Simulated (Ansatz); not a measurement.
# K2RbBrCl2, from a guessed structure to a relaxed one

This structure for K2RbBrCl2 is made up. Its elements were placed in a known structure type with a cell scaled to their sizes. What cell does the guess relax to, and how far off was it?

Main program and level: Ansatz 0.2.0; DFT, PBE, plane-wave PAW, files of the set soft_1, scalar-relativistic, no spin, cell and ions relaxed at zero pressure; PAW set soft_1, in the first sound run; inputs show where later runs differ.

### 1. The structure

It takes space group Immm (No. 71, orthorhombic). The conventional cell has a = 4.675 Å, b = 6.786 Å, c = 14.188 Å, α = 90.00°, β = 90.00°, γ = 90.00°. Nearest to Rb lie 4 Cl at 3.35 Å and 2 Br at 3.39 Å. Br has 4 K at 3.21 Å and 2 Rb at 3.39 Å nearest. Nearest to K lie 2 Br at 3.21 Å and 4 Cl at 3.40 to 3.41 Å. Cl has 2 Rb at 3.35 Å and 4 K at 3.40 to 3.41 Å nearest. Farther neighbours and most contacts between anions are not listed.

### 2. Relaxation of the guess

The guessed cell has no reason to be at equilibrium. It is relaxed with the atoms, within the space group of the guess.

Input file input.yaml:

```yaml
crystal:
  lattice:
    - [-2.3375, 3.393, 7.094]
    - [2.3375, -3.393, 7.094]
    - [2.3375, 3.393, -7.094]
  atoms:
    - { symbol: Rb, position: [0.0, 0.0, 0.0] }
    - { symbol: Br, position: [0.5, 0.0, 0.5] }
    - { symbol: K, position: [0.6555, 0.6555, 0.0] }
    - { symbol: K, position: [0.3445, 0.3445, 0.0] }
    - { symbol: Cl, position: [0.8309, 0.3309, 0.5] }
    - { symbol: Cl, position: [0.1691, 0.6691, 0.5] }
kpoints:
  mp_grid: { grid: [7, 7, 7] }
scf:
  occupations: { method: fermi_dirac, width: 0.05 }
hamiltonian:
  xc: pbe
  pseudopotentials: { kind: paw, azcp: { folder: soft_1 } }
relax:
  f_tol: 0.015
  max_steps: 70
  cell: {}
output:
  forces: true
  stress: true
```

Command:

```
$ ansatz run input.yaml --threads 4 --pin off --max-ram 10240MiB --backend cpu --events-out ev --progress --plain --runs-dir out
```

Numbers of over 12 decimals in the logs are rounded to 6 here.

The log of the run:

```text
basis.fft_grid_basis auto: the FFT boxes are laid along the combinations [[1, 0, 1], [0, 1, 1], [0, 0, 1]] of the cell's own vectors, 6.786, 4.675 and 8.204 Å long. The dense box has 48×32×60 points. Along the cell's own vectors, as sized, it would have 60×60×60, 2.34 times as many. Of the 8 symmetry operations that the crystal satisfies within crystal.symmetry.tolerance (time reversal apart; of a slab, those that ke [...]
Engine: ansatz 0.2.0, x86_64-unknown-linux-gnu
Pseudopotentials: kind: paw
Pseudopotential: Rb, paw, valence charge 9, recommended cutoff 420 eV (normal), soft_1/Rb.paw.azcp
Pseudopotential: Br, paw, valence charge 7, recommended cutoff 420 eV (normal), soft_1/Br.paw.azcp
Pseudopotential: K, paw, valence charge 9, recommended cutoff 420 eV (normal), soft_1/K.paw.azcp
Pseudopotential: Cl, paw, valence charge 7, recommended cutoff 420 eV (normal), soft_1/Cl.paw.azcp
Functional definition: PBE
  parameter kappa = 0.804
  parameter beta = 0.066725
  exchange = pbe_x(kappa = kappa, mu = beta*pi^2/3)
  correlation = pbe_c(beta = beta)
Crystal: 6 atoms, lattice volume = 225.054 Å³
Basis set: ecut = 420 eV, 4427 PW (Γ), FFT grids on a1+a3, a2+a3, a3, exchange–correlation on 96×64×120 points (8 copies of the dense FFT grid, shifted against one another)
Bands: 30, of which v1, the nominal top of the filled ones, is band 24 counted from 1 (23 counted from 0)
Symmetry: 8 space group operations
Space group: Immm (ITA 71), of the structure as read, at distance tolerance 6.1e-5 Å
k-points: 64 of 343
Non-local potential: Rb, projectors of the file, l = 0: 3, l = 1: 2, l = 2: 2
Non-local potential: Br, projectors of the file, l = 0: 2, l = 1: 2, l = 2: 2
Non-local potential: K, projectors of the file, l = 0: 3, l = 1: 2, l = 2: 2
Non-local potential: Cl, projectors of the file, l = 0: 2, l = 1: 2, l = 2: 1
PAW form: soft (Blöchl's): semilocal exchange-correlation on the pseudo side does not see the compensation charge
PAW one-centre angular grid: Rb, 110 points (default); XC on 64 Gauss nodes
PAW one-centre angular grid: Br, 110 points (default); XC on 64 Gauss nodes
PAW one-centre angular grid: K, 110 points (default); XC on 64 Gauss nodes
PAW one-centre angular grid: Cl, 110 points (default); XC on 64 Gauss nodes
Initial density: superposition of atomic densities (chi_scale 0.1, normalization cell, long waves kept (reshape's long-wave potential 0.02 eV rms))
Initial wavefunctions: pseudopotential atomic-orbital guess
Functional: x = pbe(κ = 0.804, μ = 0.219515), c = pbe(β = 0.066725)
SCF iter   1: F=—  HF=-11298.578381 eV  |F-HF|=—  |Δ(HF+E_count)|=         —  Δρ=3.85e-2  dr2=5.69e0  ethr=3.10e-3  ⟨swp⟩=12.6  Hψ=12160  notcnv=0  defer=1
preconditioner: auto → Resta (q_TF=auto, 2.109 Å⁻¹)  ε∞=2.4  [insulator: Δε(μ)=2.949 eV  Ē_g=13.353 eV  σ=0.050 eV  W_gap=1.00  n_scr=38 (ndim 8)  ℏωp=16.0 eV  f_vac=0.000  D(μ)=0.00/eV (n_scr^D=0)  ε∞_Penn≈2.4]
SCF iter   2: F=—  HF=-11296.531627 eV  |F-HF|=—  |Δ(HF+E_count)|=    2.05e0  Δρ=1.12e-2  dr2=6.34e-1  ethr=3.10e-3  ⟨swp⟩=3.8  Hψ=4645  notcnv=0  defer=85
SCF iter   3: F=—  HF=-11296.319831 eV  |F-HF|=—  |Δ(HF+E_count)|=   2.12e-1  Δρ=4.80e-3  dr2=8.24e-2  ethr=1.32e-3  ⟨swp⟩=3.0  Hψ=4214  notcnv=0  defer=85
SCF iter   4: F=—  HF=-11296.333873 eV  |F-HF|=—  |Δ(HF+E_count)|=   1.40e-2  Δρ=1.13e-3  dr2=5.24e-3  ethr=1.72e-4  ⟨swp⟩=3.1  Hψ=3035  notcnv=0  defer=85
SCF iter   5: F=—  HF=-11296.339059 eV  |F-HF|=—  |Δ(HF+E_count)|=   5.19e-3  Δρ=3.09e-4  dr2=2.95e-4  ethr=1.09e-5  ⟨swp⟩=2.1  Hψ=3568  notcnv=0  defer=85
SCF iter   6: F=—  HF=-11296.339813 eV  |F-HF|=—  |Δ(HF+E_count)|=   7.55e-4  Δρ=8.28e-5  dr2=2.21e-5  ethr=6.14e-7  ⟨swp⟩=2.0  Hψ=3469  notcnv=0  defer=85
SCF iter   7: F=—  HF=-11296.339860 eV  |F-HF|=—  |Δ(HF+E_count)|=   4.70e-5  Δρ=1.95e-5  dr2=6.29e-7  ethr=4.60e-8  ⟨swp⟩=2.0  Hψ=3244  notcnv=0  defer=85
SCF iter   8: F=-11296.339863 eV  HF=-11296.339863 eV  |F-HF|=1.10e-7  |Δ(HF+E_count)|=   2.59e-6  Δρ=4.96e-6  dr2=5.18e-8  ethr=2.08e-10  ⟨swp⟩=5.6  Hψ=7639  notcnv=0
SCF 1 converged in 8 iterations: F = -11296.339863 eV  dr2 = 5.18e-8
  greatest PAW one-centre occupation: 0.987 electrons in one spin orbital (limit 2), on the K atom at site 3 (counted from 0), in its partial waves of l = 0
relax step   1: F+E_penalty+E_count = -11296.33986281 eV  Δ(F+E_penalty+E_count) = +0.000e0 eV  max|allowed force component| = 4.867e-1 eV/Å  Δτ_max = 0.0000 Å  P = -0.297 GPa  Ω = 225.054 Å³  (8 SCF iters, dr2 threshold 1.00e-7 eV, accepted)
Crystal: 6 atoms, lattice volume = 222.810 Å³
Basis set: ecut = 420 eV, 4375 PW (Γ), FFT grids on a1+a3, a2+a3, a3, exchange–correlation on 96×64×120 points (8 copies of the dense FFT grid, shifted against one another)
Initial density: handed on by an earlier stage of this run
Initial wavefunctions: those handed on with the density
iter 1 solved again at ethr=2.98e-4 eV; its pass at ethr=3.10e-3 eV (dr2=1.43e-1 eV) is discarded
SCF iter   1: F=—  HF=-11296.497856 eV  |F-HF|=—  |Δ(HF+E_count)|=         —  Δρ=6.73e-3  dr2=1.49e-1  ethr=2.98e-4  ⟨swp⟩=1.3  Hψ=12029  notcnv=0
preconditioner: auto → Resta (q_TF=auto, 2.112 Å⁻¹)  ε∞=2.5  [insulator: Δε(μ)=4.505 eV  Ē_g=13.383 eV  σ=0.050 eV  W_gap=1.00  n_scr=38 (ndim 8)  ℏωp=16.1 eV  f_vac=0.107  D(μ)=0.00/eV (n_scr^D=0)  ε∞_Penn≈2.5]
SCF iter   2: F=—  HF=-11296.447894 eV  |F-HF|=—  |Δ(HF+E_count)|=   5.00e-2  Δρ=2.11e-3  dr2=1.37e-2  ethr=2.98e-4  ⟨swp⟩=2.8  Hψ=3546  notcnv=0
SCF iter   3: F=—  HF=-11296.444086 eV  |F-HF|=—  |Δ(HF+E_count)|=   3.81e-3  Δρ=6.84e-4  dr2=7.81e-4  ethr=2.85e-5  ⟨swp⟩=2.0  Hψ=3359  notcnv=0  defer=2
SCF iter   4: F=—  HF=-11296.444060 eV  |F-HF|=—  |Δ(HF+E_count)|=   2.56e-5  Δρ=9.27e-5  dr2=2.55e-5  ethr=1.63e-6  ⟨swp⟩=2.0  Hψ=2916  notcnv=0  defer=2
SCF iter   5: F=—  HF=-11296.444067 eV  |F-HF|=—  |Δ(HF+E_count)|=   7.24e-6  Δρ=3.23e-5  dr2=2.41e-6  ethr=5.30e-8  ⟨swp⟩=2.0  Hψ=3196  notcnv=0  defer=2
SCF iter   6: F=-11296.444070 eV  HF=-11296.444070 eV  |F-HF|=5.11e-8  |Δ(HF+E_count)|=   2.90e-6  Δρ=7.80e-6  dr2=1.91e-7  ethr=1.25e-9  ⟨swp⟩=5.0  Hψ=7309  notcnv=0
SCF 2 converged in 6 iterations: F = -11296.444070 eV  dr2 = 1.91e-7
relax step   2: F+E_penalty+E_count = -11296.44407044 eV  Δ(F+E_penalty+E_count) = -1.042e-1 eV  max|allowed force component| = 1.849e-1 eV/Å  Δτ_max = 0.1599 Å  P = -0.329 GPa  Ω = 222.810 Å³  energy of the carried Pulay correction = +2.662e-5 eV  (6 SCF iters, dr2 threshold 6.00e-7 eV, accepted)
Crystal: 6 atoms, lattice volume = 215.317 Å³
Basis set: ecut = 420 eV, 4243 PW (Γ), FFT grids on a1+a3, a2+a3, a3, exchange–correlation on 96×64×120 points (8 copies of the dense FFT grid, shifted against one another)
iter 1 solved again at ethr=1.30e-4 eV; its pass at ethr=3.10e-3 eV (dr2=6.22e-2 eV) is discarded
SCF iter   1: F=—  HF=-11296.507623 eV  |F-HF|=—  |Δ(HF+E_count)|=         —  Δρ=4.80e-3  dr2=6.60e-2  ethr=1.30e-4  ⟨swp⟩=1.4  Hψ=12483  notcnv=0
preconditioner: auto → Resta (q_TF=auto, 2.124 Å⁻¹)  ε∞=2.5  [insulator: Δε(μ)=4.475 eV  Ē_g=13.444 eV  σ=0.050 eV  W_gap=1.00  n_scr=38 (ndim 8)  ℏωp=16.4 eV  f_vac=0.092  D(μ)=0.00/eV (n_scr^D=0)  ε∞_Penn≈2.5]
SCF iter   2: F=—  HF=-11296.485758 eV  |F-HF|=—  |Δ(HF+E_count)|=   2.19e-2  Δρ=1.70e-3  dr2=8.23e-3  ethr=1.30e-4  ⟨swp⟩=2.0  Hψ=3460  notcnv=0
SCF iter   3: F=—  HF=-11296.483575 eV  |F-HF|=—  |Δ(HF+E_count)|=   2.18e-3  Δρ=5.19e-4  dr2=5.52e-4  ethr=1.71e-5  ⟨swp⟩=2.0  Hψ=2304  notcnv=0
SCF iter   4: F=—  HF=-11296.483593 eV  |F-HF|=—  |Δ(HF+E_count)|=   1.79e-5  Δρ=1.05e-4  dr2=3.03e-5  ethr=1.15e-6  ⟨swp⟩=3.0  Hψ=3745  notcnv=0
SCF iter   5: F=—  HF=-11296.483598 eV  |F-HF|=—  |Δ(HF+E_count)|=   5.40e-6  Δρ=3.52e-5  dr2=2.04e-6  ethr=6.32e-8  ⟨swp⟩=2.0  Hψ=3175  notcnv=0
SCF iter   6: F=-11296.483602 eV  HF=-11296.483602 eV  |F-HF|=1.86e-7  |Δ(HF+E_count)|=   3.99e-6  Δρ=5.45e-6  dr2=9.35e-8  ethr=1.25e-9  ⟨swp⟩=5.0  Hψ=7257  notcnv=0
SCF 3 converged in 6 iterations: F = -11296.483602 eV  dr2 = 9.35e-8
relax step   3: F+E_penalty+E_count = -11296.48360210 eV  Δ(F+E_penalty+E_count) = -3.953e-2 eV  max|allowed force component| = 4.014e-2 eV/Å  Δτ_max = 0.1169 Å  P = +0.113 GPa  Ω = 215.317 Å³  energy of the carried Pulay correction = +1.175e-4 eV  (6 SCF iters, dr2 threshold 6.00e-7 eV, accepted)
Crystal: 6 atoms, lattice volume = 216.700 Å³
Basis set: ecut = 420 eV, 4263 PW (Γ), FFT grids on a1+a3, a2+a3, a3, exchange–correlation on 96×64×120 points (8 copies of the dense FFT grid, shifted against one another)
iter 1 solved again at ethr=4.58e-6 eV; its pass at ethr=3.10e-3 eV (dr2=2.20e-3 eV) is discarded
SCF iter   1: F=—  HF=-11296.485977 eV  |F-HF|=—  |Δ(HF+E_count)|=         —  Δρ=8.69e-4  dr2=2.34e-3  ethr=4.58e-6  ⟨swp⟩=3.1  Hψ=12774  notcnv=0
preconditioner: auto → Resta (q_TF=auto, 2.122 Å⁻¹)  ε∞=2.5  [insulator: Δε(μ)=4.599 eV  Ē_g=13.433 eV  σ=0.050 eV  W_gap=1.00  n_scr=38 (ndim 8)  ℏωp=16.3 eV  f_vac=0.101  D(μ)=0.00/eV (n_scr^D=0)  ε∞_Penn≈2.5]
SCF iter   2: F=—  HF=-11296.485199 eV  |F-HF|=—  |Δ(HF+E_count)|=   7.78e-4  Δρ=2.96e-4  dr2=2.69e-4  ethr=4.58e-6  ⟨swp⟩=2.0  Hψ=2304  notcnv=0
SCF iter   3: F=—  HF=-11296.485121 eV  |F-HF|=—  |Δ(HF+E_count)|=   7.79e-5  Δρ=9.23e-5  dr2=1.69e-5  ethr=5.61e-7  ⟨swp⟩=2.0  Hψ=2530  notcnv=0
SCF iter   4: F=—  HF=-11296.485117 eV  |F-HF|=—  |Δ(HF+E_count)|=   3.56e-6  Δρ=2.26e-5  dr2=1.41e-6  ethr=3.52e-8  ⟨swp⟩=2.4  Hψ=3362  notcnv=0
SCF iter   5: F=-11296.485117 eV  HF=-11296.485117 eV  |F-HF|=1.28e-7  |Δ(HF+E_count)|=   4.81e-8  Δρ=7.13e-6  dr2=8.88e-8  ethr=2.10e-10  ⟨swp⟩=4.0  Hψ=8708  notcnv=0
SCF 4 converged in 5 iterations: F = -11296.485117 eV  dr2 = 8.88e-8
relax step   4: F+E_penalty+E_count = -11296.48511722 eV  Δ(F+E_penalty+E_count) = -1.515e-3 eV  max|allowed force component| = 1.558e-2 eV/Å  Δτ_max = 0.0217 Å  P = +0.006 GPa  Ω = 216.700 Å³  energy of the carried Pulay correction = +1.005e-4 eV  (5 SCF iters, dr2 threshold 1.01e-7 eV, accepted)
Crystal: 6 atoms, lattice volume = 216.657 Å³
Basis set: ecut = 420 eV, 4271 PW (Γ), FFT grids on a1+a3, a2+a3, a3, exchange–correlation on 96×64×120 points (8 copies of the dense FFT grid, shifted against one another)
iter 1 solved again at ethr=5.98e-8 eV; its pass at ethr=3.10e-3 eV (dr2=2.87e-5 eV) is discarded
SCF iter   1: F=—  HF=-11296.485334 eV  |F-HF|=—  |Δ(HF+E_count)|=         —  Δρ=1.28e-4  dr2=3.22e-5  ethr=5.98e-8  ⟨swp⟩=3.3  Hψ=12356  notcnv=0
preconditioner: auto → Resta (q_TF=auto, 2.122 Å⁻¹)  ε∞=2.5  [insulator: Δε(μ)=4.582 eV  Ē_g=13.433 eV  σ=0.050 eV  W_gap=1.00  n_scr=38 (ndim 8)  ℏωp=16.3 eV  f_vac=0.100  D(μ)=0.00/eV (n_scr^D=0)  ε∞_Penn≈2.5]
SCF iter   2: F=—  HF=-11296.485309 eV  |F-HF|=—  |Δ(HF+E_count)|=   2.48e-5  Δρ=5.34e-5  dr2=5.17e-6  ethr=5.98e-8  ⟨swp⟩=2.1  Hψ=2906  notcnv=0
SCF iter   3: F=—  HF=-11296.485321 eV  |F-HF|=—  |Δ(HF+E_count)|=   1.19e-5  Δρ=1.29e-5  dr2=4.73e-7  ethr=1.08e-8  ⟨swp⟩=2.5  Hψ=3029  notcnv=0
SCF iter   4: F=-11296.485321 eV  HF=-11296.485321 eV  |F-HF|=5.01e-9  |Δ(HF+E_count)|=   1.04e-8  Δρ=1.81e-6  dr2=8.59e-9  ethr=3.16e-11  ⟨swp⟩=4.3  Hψ=9501  notcnv=0
SCF 5 converged in 4 iterations: F = -11296.485321 eV  dr2 = 8.59e-9
relax step   5: F+E_penalty+E_count = -11296.48532107 eV  Δ(F+E_penalty+E_count) = -2.039e-4 eV  max|allowed force component| = 5.443e-3 eV/Å  Δτ_max = 0.0050 Å  P = +0.009 GPa  Ω = 216.657 Å³  energy of the carried Pulay correction = +1.010e-4 eV  (4 SCF iters, dr2 threshold 1.52e-8 eV, accepted)
Basis set: ecut = 420 eV, 4271 PW (Γ), FFT grids on a1+a3, a2+a3, a3, exchange–correlation on 90×64×120 points (8 copies of the dense FFT grid, shifted against one another)
Initial wavefunctions: pseudopotential atomic-orbital guess (no wavefunctions were taken with the density)
iter 1 solved again at ethr=3.59e-7 eV; its pass at ethr=3.10e-3 eV (dr2=1.72e-4 eV) is discarded
SCF iter   1: F=—  HF=-11296.485228 eV  |F-HF|=—  |Δ(HF+E_count)|=         —  Δρ=1.35e-5  dr2=5.28e-8  ethr=3.59e-7  ⟨swp⟩=3.8  Hψ=17082  notcnv=0
eigensolver tolerance schedule: the retry pair's looser diagonalisation over-reported the residual by 3260.64 of it (diagonalisation noise at 0.61 of the residual, at the tolerance the schedule requests for it); recorded, not acted on — ethr = c·dr2/N_el stays at c = 1.0e-1
SCF iter   2: F=—  HF=-11296.485221 eV  |F-HF|=—  |Δ(HF+E_count)|=   7.33e-6  Δρ=6.83e-6  dr2=1.52e-8  ethr=1.10e-10  ⟨swp⟩=3.4  Hψ=4940  notcnv=0
SCF iter   3: F=—  HF=-11296.485221 eV  |F-HF|=—  |Δ(HF+E_count)|=   6.29e-8  Δρ=1.39e-6  dr2=2.19e-9  ethr=3.17e-11  ⟨swp⟩=2.0  Hψ=3456  notcnv=0
SCF iter   4: F=—  HF=-11296.485221 eV  |F-HF|=—  |Δ(HF+E_count)|=   1.10e-9  Δρ=4.87e-7  dr2=3.87e-10  ethr=4.56e-12  ⟨swp⟩=2.9  Hψ=3425  notcnv=0
SCF iter   5: F=-11296.485221 eV  HF=-11296.485221 eV  |F-HF|=7.28e-12  |Δ(HF+E_count)|=  3.27e-11  Δρ=6.08e-8  dr2=1.02e-11  ethr=1.00e-12  ⟨swp⟩=4.0  Hψ=8538  notcnv=0
SCF 6 converged in 5 iterations: F = -11296.485221 eV  dr2 = 1.02e-11
relax step   6: F+E_penalty+E_count = -11296.48522084 eV  Δ(F+E_penalty+E_count) = +1.002e-4 eV  max|allowed force component| = 5.420e-3 eV/Å  Δτ_max = 0.0000 Å  P = +0.009 GPa  Ω = 216.657 Å³  stress off target by 2.88e-2 GPa  SCF on the basis re-selected at this cell (its energy is not comparable with the rows above)  (5 SCF iters)
basis re-selected at this cell: Δ(F+E_penalty+E_count) = +1.002e-4 eV, ΔP = +0.000 GPa vs the last step (what re-selecting the basis moved, of the pressure what is left beyond the Pulay correction that the steps carried, after the strain that the cell walked since its last selection, with what the two solves' SCF thresholds leave and, on support functions, any second-order correction that the steps lacked; it is no measure of the basis error at this ecutwfc). The dense FFT grid was sized anew with the basis: this SCF ran on 45×32×60 points, the steps before it on 48×32×60, so part of this shift can come from that change (see relax.cell in the input reference). [rest of the remark cut]
SCF converged after 5 iterations
Free energy (F): -11296.485221 eV
Harris-Foulkes:  -11296.485221 eV  (|F-HF|=7.28e-12)
Internal energy: -11296.485221 eV  (E = F + TS)
E sigma→0 (E₀):  -11296.485221 eV
Fermi energy:    3.146691 eV
--- Per-component energies (eV) ---
  E_band       = -389.237728
  E_kinetic    = 1129.541436
  E_local      = -2534.377829  (includes V_loc(G=0)·N_el)
  E_nonlocal   = 326.486368
  E_hartree    = 802.104226
  E_xc         = -809.501916
  E_vxc        = -805.241945  (∫ρ·V_xc dr)
  E_paw        = -7818.387298  (= ΣΔE_a)
  E_vpaw       = -109.854349  (= ΣTr[D̂ρ^β])
  E_aug_tail   = 0.000186  (compensation charges beyond the density's cutoff)
  E_ewald      = -2392.350394
  E_smearing   = -0.000000  (= −TS)
  E_closure    = 0.000000  (closes the sum)
  Σ components = -11296.485221   (vs F -11296.485221, Δ=0.00e0)
--- Forces (eV/Å), atoms counted from 1 ---
  atom   1  Rb     0.00000000     0.00000000     0.00000000
  atom   2  Br    -0.00000000     0.00000000     0.00000000
  atom   3  K     -0.00000000    -0.00000000     0.00358517
  atom   4  K      0.00000000     0.00000000    -0.00358517
  atom   5  Cl     0.00000000    -0.00000000    -0.00542031
  atom   6  Cl    -0.00000000     0.00000000     0.00542031
  max |Σ_I F_I| component: 1.73e-18 eV/Å
--- Stress (GPa, compression-positive) ---
        0.025703       0.000000       0.000000
        0.000000      -0.028048      -0.000000
        0.000000      -0.000000       0.028825
  P = ⅓ Tr σ = 0.0088 GPa (0.088 kbar)
--- Relaxed structure (5 steps of the walk, 5 accepted, 1 SCFs on fresh bases) ---
  F+E_penalty+E_count = -11296.48522084 eV   max|allowed force component| = 5.420e-3 eV/Å   (the final SCF, on the basis selected at the relaxed cell)
  cell:  # Å, volume = 216.6573 Å³
    - [-2.319734, 3.339540, 6.991795]
    - [2.319734, -3.339540, 6.991795]
    - [2.319734, 3.339540, -6.991795]
  atoms:
    - { symbol: Rb, position: [-1.6302259900167345e-19, -1.6302259900167377e-19, 0] }
    - { symbol: Br, position: [0.500000, -1.6302259900167357e-19, 0.500000] }
    - { symbol: K, position: [0.673599, 0.673599, 0] }
    - { symbol: K, position: [0.326401, 0.326401, 0] }
    - { symbol: Cl, position: [0.827257, 0.327257, 0.500000] }
    - { symbol: Cl, position: [0.172743, 0.672743, 0.5] }
```

Elapsed: 34 s, on 4 threads of Intel Xeon Platinum 8223CL at 3.00GHz (Skylake/Cascade Lake), shared host; peak memory 0.78 GiB.

Step by step:

| step | energy less that of the first step (eV) | largest force component (eV/Å) | pressure (GPa) | volume (Å³) |
| --- | --- | --- | --- | --- |
| 1 | 0.0000 | 0.4867 | -0.30 | 225.05 |
| 2 | -0.1042 | 0.1849 | -0.33 | 222.81 |
| 3 | -0.1437 | 0.0401 | 0.11 | 215.32 |
| 4 | -0.1453 | 0.0156 | 0.01 | 216.70 |
| 5 | -0.1455 | 0.0054 | 0.01 | 216.66 |
| 6* | -0.1454 | 0.0054 | 0.01 | 216.66 |

Relaxation steps marked * repeat the geometry before them on a plane-wave basis chosen anew for their cell, so energy and pressure can jump there.

Forces are held to the 8 operations that the run works with; a distortion that breaks them can't arise in this run.

| conventional cell, symmetrised | before | after | change |
| --- | --- | --- | --- |
| a (Å) | 4.675 | 4.639 | -0.8 % |
| b (Å) | 6.786 | 6.679 | -1.6 % |
| c (Å) | 14.188 | 13.984 | -1.4 % |
| volume (Å³/atom) | 37.51 | 36.11 | -3.7 % |

The atoms that moved most (Å, as changes of fractional coordinates times the final cell):

| atom | dx | dy | dz | length |
| --- | --- | --- | --- | --- |
| K4 | 0.000 | 0.000 | -0.253 | 0.253 |
| K3 | 0.000 | 0.000 | 0.253 | 0.253 |
| Cl5 | 0.000 | 0.000 | -0.051 | 0.051 |
| Cl6 | 0.000 | 0.000 | 0.051 | 0.051 |

Final coordinates:

```xyz
6
Lattice="-2.3197 3.3395 6.9918 2.3197 -3.3395 6.9918 2.3197 3.3395 -6.9918" Properties=species:S:1:pos:R:3 pbc="T T T"
Rb    0.0000    0.0000    0.0000
Br    0.0000    3.3395    0.0000
K     0.0000    0.0000    9.4193
K     0.0000    0.0000    4.5643
Cl    0.0000    3.3395    4.5762
Cl    2.3197    0.0000    2.4156
```

Numbers from this step:

| Quantity | Value |
| --- | --- |
| free energy | -11296.4852 eV |
| Fermi energy | 3.147 eV |
| gap by band count | 4.582 eV |
| electrons | 48 |
| symmetry operations | 8 |
| pressure | 0.008827 GPa |

The shortest distance of each pair, which need not be the same contact before and after:

| pair | guess (Å) | relaxed (Å) |
| --- | --- | --- |
| Cl–K | 3.398 | 3.162 |
| Br–Rb | 3.393 | 3.340 |
| Cl–Rb | 3.350 | 3.349 |
| Br–K | 3.214 | 3.358 |
| K–Rb | 4.674 | 4.564 |

The relaxation ends with a largest force component of 0.0054 eV/Å and a pressure of 0.01 GPa.

(Part 1 of 2 ends here.)

[Logs are printed without paths, hosts, clocks, repeated set-up lines and the standing remarks that a program may print on its own settings, such as how far it seeks lower states.]

[Hosts, paths, dates, database ids (printed as entryN), source tags and the programs' standing remarks are cut or masked in the printed files.]
